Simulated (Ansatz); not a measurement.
# Phonons of MoPdPt in the AlB2 type, part 3 of 3

The plan: relax MoPdPt in the AlB2 type, check its phonons, and, if the lattice is stable, compute its Eliashberg function and ρ(T).

Ansatz 0.2.0; DFT PBE, scalar-relativistic, plane waves, PAW; PAW set soft_1.

So far, highest frequency, solved or plainly interpolated (cm⁻¹): step 5 (phonons by linear response: q 2×2×2, k 4×4×6) 246. Also lowest on path (cm⁻¹): step 5 -65.5. The relaxed cell has a = 4.468, c = 2.679 Å (conventional setting).

The structure was built from a prototype and need not be the compound's stable phase.

### 6. Phonons by linear response: q 3×3×3, k 6×6×9

An imaginary mode on so few k-points may come from the sampling, so the phonons are repeated with another q and k mesh.

Contents of input.yaml:

```yaml
crystal:
  lattice:
    - [4.4681011203, 0.0, 0.0]
    - [-2.2340505602, 3.8694890768, 0.0]
    - [0.0, 0.0, 2.6787944798]
  atoms:
    - { symbol: Mo, position: [0.0, 0.0, 0.0] }
    - { symbol: Pd, position: [0.3333333333, 0.6666666667, 0.5] }
    - { symbol: Pt, position: [0.6666666667, 0.3333333333, 0.5] }
kpoints:
  mp_grid: { grid: [6, 6, 9] }
hamiltonian:
  xc: pbe
  pseudopotentials: { kind: paw, azcp: { folder: soft_1 } }
scf:
  occupations: { method: methfessel_paxton, width: 0.2 }
output:
  eigenvalues: true
phonons:
  method: dfpt
  qmesh: [3, 3, 3]
  temperatures: { t_max: 1000, t_step: 50 }
  qpath:
    path:
      - [[0.0, 0.0, 0.0], [0.5, 0.0, 0.0], [0.33333333, 0.33333333, 0.0], [0.0, 0.0, 0.0], [0.0, 0.0, 0.5], [0.5, 0.0, 0.5], [0.33333333, 0.33333333, 0.5], [0.0, 0.0, 0.5]]
      - [[0.5, 0.0, 0.5], [0.5, 0.0, 0.0]]
      - [[0.33333333, 0.33333333, 0.5], [0.33333333, 0.33333333, 0.0]]
    npoints: 10
```

On the command line:

```console
ansatz run input.yaml --threads 4 --pin off --max-ram 12288MiB --backend cpu --events-out ev --progress --plain --runs-dir out
```

Numbers of over 12 decimals in the logs are rounded to 6 here.

The program printed:

```text
[...]
Crystal: 3 atoms, lattice volume = 46.314 Å³
Basis set: ecut = 420 eV, 927 PW (Γ), exchange–correlation on 60×60×36 points (8 copies of the dense FFT grid, shifted against one another)
Bands: 30, of which v1, the nominal top of the filled ones, is band 25 counted from 1 (24 counted from 0)
Symmetry: 12 space group operations
k-points: 35 of 324 (time reversal used)
[...]
SCF iter   1: F=—  HF=-24457.687697 eV  |F-HF|=—  |Δ(HF+E_count)|=         —  Δρ=1.98e-1  dr2=2.77e1  ethr=3.10e-3  ⟨swp⟩=4.4  Hψ=3443  notcnv=0
[...]
SCF iter  11: F=-24453.963613 eV  HF=-24453.963613 eV  |F-HF|=0.00e0  |Δ(HF+E_count)|=  3.64e-12  S|Δr|=    0.00e0  Δρ=5.40e-8  dr2=1.14e-12  ethr=1.00e-12  ⟨swp⟩=6.3  Hψ=4415  notcnv=0
SCF 1 converged in 11 iterations: F = -24453.963613 eV  dr2 = 1.14e-12
[...]
SCF iter   4: F=-24453.963613 eV  HF=-24453.963613 eV  |F-HF|=0.00e0  |Δ(HF+E_count)|=  7.28e-12  S|Δr|=    0.00e0  Δρ=8.23e-8  dr2=3.68e-12  ethr=1.00e-12  ⟨swp⟩=2.3  Hψ=2124  notcnv=0
SCF 2 converged in 4 iterations: F = -24453.963613 eV  dr2 = 3.68e-12
[...]
SCF converged after 11 iterations
[...]
Free energy (F): -24453.963613 eV
[...]
Internal energy: -24453.972814 eV  (E = F + TS)
E sigma→0 (E₀):  -24453.965913 eV
Entropy (-TS):   0.009201 eV (3.067 meV/atom)
Fermi energy:    20.892261 eV
[...]
--- Band table (eV; the first three rows and the last of 35) ---
  k-point 0: bands = [... 21 lower, 18.7901, 19.2943, 19.2943, 19.7471, 19.7471, 23.3085, 23.3085, 27.5144, ... 1 higher]
  k-point 1: bands = [... 21 lower, 19.0421, 19.4805, 19.4805, 20.1754, 20.1754, 23.0124, 23.0124, 27.5687, ... 1 higher]
  k-point 2: bands = [... 21 lower, 18.9556, 18.9556, 20.4131, 21.1753, 21.1753, 22.4992, 22.4992, 27.6671, ... 1 higher]
  k-point 34: bands = [... 21 lower, 20.1249, 20.2116, 20.7427, 21.5242, 21.9820, 23.3788, 23.6974, 25.2059, ... 1 higher]
[...]
ASR residual: 3.366e-5 → 0.000e0 eV/Å²; symmetrization residual: 4.301e-5 eV/Å²
  ASR residual per site (eV/Å²): 3.37e-5 2.40e-5 2.56e-5
  Γ frequencies (cm⁻¹): 0.00 0.00 0.00 58.67 130.81 154.02 154.02 230.38 230.38
--- Phonons (arbitrary-q DFPT): 6 irreducible q on the 3×3×3 mesh ---
[...]
interpolated dispersion: 93 rows × 9 modes
[...]
```

Elapsed: 2.5 min, on 4 threads of Arm Neoverse V2, shared host; peak memory 0.94 GiB; 9.5 min of CPU time.

Numbers from this step:

* share of imaginary modes in the plain interpolation between solved wavevectors: 0.0061
* highest frequency, solved or plainly interpolated: 245 cm⁻¹

Solved on the 3×3×3 mesh alone; all other wavevectors are interpolated. The phonon branches at the labelled points (cm⁻¹):

```
    point  branch 1  branch 2  branch 3  branch 4  branch 5  branch 6  branch 7  branch 8  branch 9
        Γ         0         0         0        59       131       154       154       230       230
  halfway        31        43        53        99       117       136       143       223       234
        M        26        54        68       103       116       132       141       216       240
  halfway        15        38        67       102       117       131       152       212       242
        K       -41        46        68       100       119       127       163       208       245
  halfway        35        37        52       114       114       132       140       221       236
        Γ         0         0         0        59       131       154       154       230       230
  halfway        49        49       133       133       143       162       175       228       228
        A        63        63       113       113       196       206       226       226       231
  halfway        50       100       130       130       194       195       219       231       231
        L        34       129       129       130       186       195       213       230       236
  halfway        43       116       124       136       189       195       206       230       238
        H        49       104       117       144       192       195       199       230       240
  halfway        50       108       128       132       193       195       216       231       233
        A        63        63       113       113       196       206       226       226       231
jump to L        34       129       129       130       186       195       213       230       236
  halfway        45       122       124       130       144       150       176       214       237
        M        26        54        68       103       116       132       141       216       240
jump to H        49       104       117       144       192       195       199       230       240
  halfway        20       113       115       146       150       154       175       202       242
        K       -41        46        68       100       119       127       163       208       245
```

The phonon branches as a text plot (rows in cm⁻¹):

```
    239 |   **********               ********    ****************
    227 |***          ****************************       *
    215 |   *****  ***         *   *****    **   ******** *
    203 |        **           *****     ****  ***        ********
    191 |                    ***********************     **
    180 |                   ***                  ** *     ***
    168 |                                          *            *
    156 |*      ****   **** **                     ***      ****
    144 | ******     ***  ***           ***         * ********
    132 |*  ********** ***  **     *****   ***   ********    ****
    120 | ** ******* **       ** **  * ****** **   ********** ***
    108 |   ****   **      *    *   *   **** *  *    ************
     96 |       ***        *       *                  *       **
     84 |  *              *       *           *        *
     72 |     *****   *  **                             *      **
     60 |** **     **  **    ******           ***      *
     49 |  ***** *** ***    *      **   ******      *******     *
     37 |  **   *   **   * *         ***         ***       *
     25 |*** ***    * **  *                             *   *
     13 |*      *      * *
      1 |               *
    -11 |                                                    *
    -23 |          *                                          *
    -35 |        **                                            **
         Γ    M   K     Γ       A     L  H     A|L     M|H      K
```

Lowest modes at the softest wavevector of the mesh. Modes at q = (0.333, 0.333, 0.000), with each element's share of the kinetic energy (negative means imaginary):

```
mode  frequency (cm⁻¹)  Mo %  Pd %  Pt %
   1             -40.7     0    37    63
   2              45.9     0     0   100
   3              68.4     0   100     0
   4              99.9   100     0     0
   5             118.8    75     0    25
   6             127.0    90    10     0
```

Displacements in mode 1 (-40.7 cm⁻¹), the largest set to 1, in the home cell (x, y, z of the real part, then of the imaginary part):
```
Mo1  0.00  0.00  0.00  0.00  0.00  0.00
Pd2  0.97 -0.23  0.00 -0.23 -0.97  0.00
Pt3  0.66 -0.70  0.00  0.70  0.66  0.00
```

Displacements in mode 2 (45.9 cm⁻¹), the largest set to 1, in the home cell:
```
Mo1  0.00  0.00  0.00
Pd2  0.00  0.00  0.00
Pt3  0.00  0.00 -1.00
```

The modes has structure finer than the step of the table below, so its rows give means over 10 cm⁻¹, whole bins alone (the curve runs from -50.7 to 262 cm⁻¹). Peaks (cm⁻¹: height): Mo 128.5: 0.108, 187.5: 0.0220; Pd 45.8: 0.0179, 130.5: 0.0165, 169.8: 0.0123, 187.5: 0.0153, 215.1: 0.0564, 236.8: 0.0561; Pt 45.8: 0.0400, 67.5: 0.0135, 89.1: 0.0146, 130.5: 0.0427, 156.0: 0.0171, 193.5: 0.0209, 236.8: 0.0278.

Phonopy on the run's constants, 15x15x21 mesh, Gaussian sigma 2.2 cm⁻¹. Table of modes by wavenumber; means over each step; values in 1/cm⁻¹/cell:

```
wavenumber (cm⁻¹)       Mo       Pd       Pt
              -40   9.5e-7   2.0e-4   3.5e-4
              -30   1.1e-5   5.1e-4   8.9e-4
              -20   1.6e-5   5.6e-4   9.9e-4
              -10   2.4e-5   6.3e-4  0.00111
                0   2.1e-5   1.0e-4   1.9e-4
               10   1.0e-4   3.7e-4   6.7e-4
               20   3.6e-4  0.00140  0.00262
               30  0.00117  0.00422  0.00880
               40  0.00238   0.0130   0.0287
               50  0.00213   0.0129   0.0276
               60  0.00142  0.00682  0.00904
               70  0.00130  0.00643  0.00914
               80  0.00152  0.00529  0.00455
               90  0.00173  0.00547   0.0111
              100  0.00546  0.00451  0.00673
              110   0.0207  0.00766   0.0126
              120   0.0620  0.00728   0.0169
              130   0.0857   0.0124   0.0322
              140   0.0326  0.00574   0.0195
              150   0.0205  0.00440  0.00970
              160   0.0107  0.00284  0.00807
              170   0.0111  0.00712  0.00817
              180   0.0133  0.00205  0.00846
              190   0.0163  0.00810   0.0158
              200  0.00400   0.0120  0.00452
              210  0.00197   0.0379  0.00614
              220  0.00146   0.0423  0.00992
              230  0.00117   0.0486   0.0157
              240   9.6e-4   0.0379   0.0192
              250   1.7e-5  0.00129   7.2e-4
```

No LO-TO term; unit eigenvectors of the mass-weighted matrix. Modes at Γ, with each element's share of the kinetic energy:

```
mode  frequency (cm⁻¹)  symmetry  Mo %  Pd %  Pt %
   1               0.0   unnamed    24    27    49
   2               0.0   unnamed    24    27    49
   3               0.0   unnamed    24    27    49
   4              58.7      A2''     4    50    45
   5             130.8      A2''    71    23     6
   6             154.0        E'    75     4    21
   7             154.0        E'    75     4    21
   8             230.4        E'     1    69    30
   9             230.4        E'     1    69    30
```

Displacements in mode 4 (58.7 cm⁻¹), the largest set to 1:
```
Mo1  0.00  0.00  0.31
Pd2  0.00  0.00  1.00
Pt3  0.00  0.00 -0.70
```

Displacements in mode 8 (230.4 cm⁻¹), the largest set to 1:
```
Mo1  0.00 -0.11  0.00
Pd2  0.00  1.00  0.00
Pt3  0.00 -0.49  0.00
```

Among the solved wavevectors the lowest mode, translations apart, is -40.7 cm⁻¹, imaginary.

### 7. Outcome

| Quantity | Value |
| --- | --- |
| phonon run of the rows without a label of their own | PBE, q 3×3×3, k 6×6×9 |
| softest mode on the q mesh | -40.7 cm⁻¹ at q = (0.333, 0.333, 0) |
| highest frequency, solved or plainly interpolated | 245 cm⁻¹ |

**Reading.** The lattice is dynamically unstable at this level: a mode at q = (0.333, 0.333, 0) is imaginary, 40.7i cm⁻¹, so no harmonic coupling constant or resistivity is defined for this structure. These meshes are coarse, and single modes of a metal can move by tens of cm⁻¹ with the k mesh. The coarser mesh found an imaginary mode at another wavevector, which this mesh lacks. Spin–orbit coupling, left out here, matters for Pt. The phonon runs are not spin-polarised. The structure was built by hand as an ordered model, and its stability against other phases was not tested.

[Logs are printed without paths, hosts, clocks, repeated set-up lines and the standing remarks that a program may print on its own settings, such as how far it seeks lower states.]

[Hosts, paths, dates, database ids (printed as entryN), source tags and the programs' standing remarks are cut or masked in the printed files.]
